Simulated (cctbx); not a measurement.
# Diagnosing a refinement

Cell a = 10.6600 Å, b = 10.6600 Å, c = 10.6600 Å, α = 90.00°, β = 90.00°, γ = 90.00°; space group Fm-3m (no. 225). The compound is LuTl2CuCl6.

The data are simulated with cctbx, not measured: Ga Kα, λ = 1.3414 Å, to d = 0.83 Å, 50 % of the full sphere, strongest reflection 70000 counts, noise from counting, a 4 % proportional error and a noise floor of 4 counts (s.d.); no absorption.

An isotropic refinement with weights 1/σ² prints:

```text
Rint 0.030, 83 unique reflections to 0.83 A
cycle     R1     wR2    GooF  max shift (A)
   1  0.5898  0.8729  56.615   0.01758
  12  0.0129  0.0614   3.982   0.02234
final R1 0.0218 wR2 0.1129 GooF 7.323  parameters 7  data/parameter 11.9
atom        x        y        z      Ueq    occ   su(xyz)  su(Uiso or U11)
Tl1    0.25000  0.75000  0.75000   0.0072  1.000  0.00000  0.0009
Lu1    0.00000  0.00000  0.00000   0.0085  1.000  0.00000  0.0012
Cu1    0.50000  0.00000  0.00000   0.0097  1.000  0.00000  0.0018
Cl1    0.00000  0.00000  0.74274   0.0129  1.000  0.00037  0.0018
Cl2    0.34483  0.84483  1.00000   0.6940  1.000  0.00266  0.0517
difference map: max 2.54 min -0.71 rms 0.31
Q1    0.2500  0.2500  0.2500    8    2.88  0.00 A from Tl1
Q2    0.0000  0.0000  0.5000    4    1.82  0.00 A from Cu1
Q3    0.0000  0.0000  0.0000    4    1.06  0.00 A from Lu1
Q4    0.1739  0.1739  0.2483   96    0.71  1.15 A from Tl1
Q5    0.0000  0.0000  0.2597   24    0.55  0.03 A from Cl1
Q6    0.0990  0.1593  0.2116  192    0.35  1.77 A from Cl2
```

**Question.** Can this result stand? If not, what is the likely fault?

Mend it. The fault: spurious atom: Cl2. Against the right model at the same level, R1 goes from 0.0065 to 0.0218 and GooF from 0.94 to 7.32, Cl2 takes U = 0.69 Å² and the top difference peak, 2.9 e/Å³, lies on Tl1. A site with no density behind it hides by a very large U or drifts. The fit had not settled when the cycles ran out.

The compound is LuTl2CuCl6. The right model at the same level gives:

```text
Rint 0.030, 83 unique reflections to 0.83 A
cycle     R1     wR2    GooF  max shift (A)
   1  0.0960  0.2194  14.045   0.01003
   2  0.0065  0.0147   0.943   0.00000
final R1 0.0065 wR2 0.0147 GooF 0.943  parameters 5  data/parameter 16.6
atom        x        y        z      Ueq    occ   su(xyz)  su(Uiso or U11)
Tl1    0.25000  0.75000  0.75000   0.0071  1.000  0.00000  0.0001
Lu1    0.00000  0.00000  0.00000   0.0084  1.000  0.00000  0.0002
Cu1    0.50000  0.00000  0.00000   0.0097  1.000  0.00000  0.0002
Cl1    0.00000  0.00000  0.74274   0.0128  1.000  0.00005  0.0002
difference map: max 0.27 min -0.23 rms 0.07
Q1    0.0000  0.0000  0.5000    4    0.27  0.00 A from Cu1
Q2    0.0000  0.1148  0.1148   48    0.22  1.73 A from Lu1
Q3    0.1721  0.1721  0.2551   96    0.19  1.18 A from Tl1
Q4    0.0909  0.0909  0.2463   96    0.17  1.38 A from Cl1
Q5    0.0000  0.0939  0.3195   96    0.15  1.20 A from Cl1
Q6    0.0814  0.1662  0.2414  192    0.14  1.98 A from Cl1
```

This is a model crystal, built by substitution and not relaxed, with assumed displacement parameters.

[Middle refinement cycles are left out of these outputs.]

[Logs are printed without paths, hosts, clocks, repeated set-up lines and the standing remarks that a program may print on its own settings, such as how far it seeks lower states.]
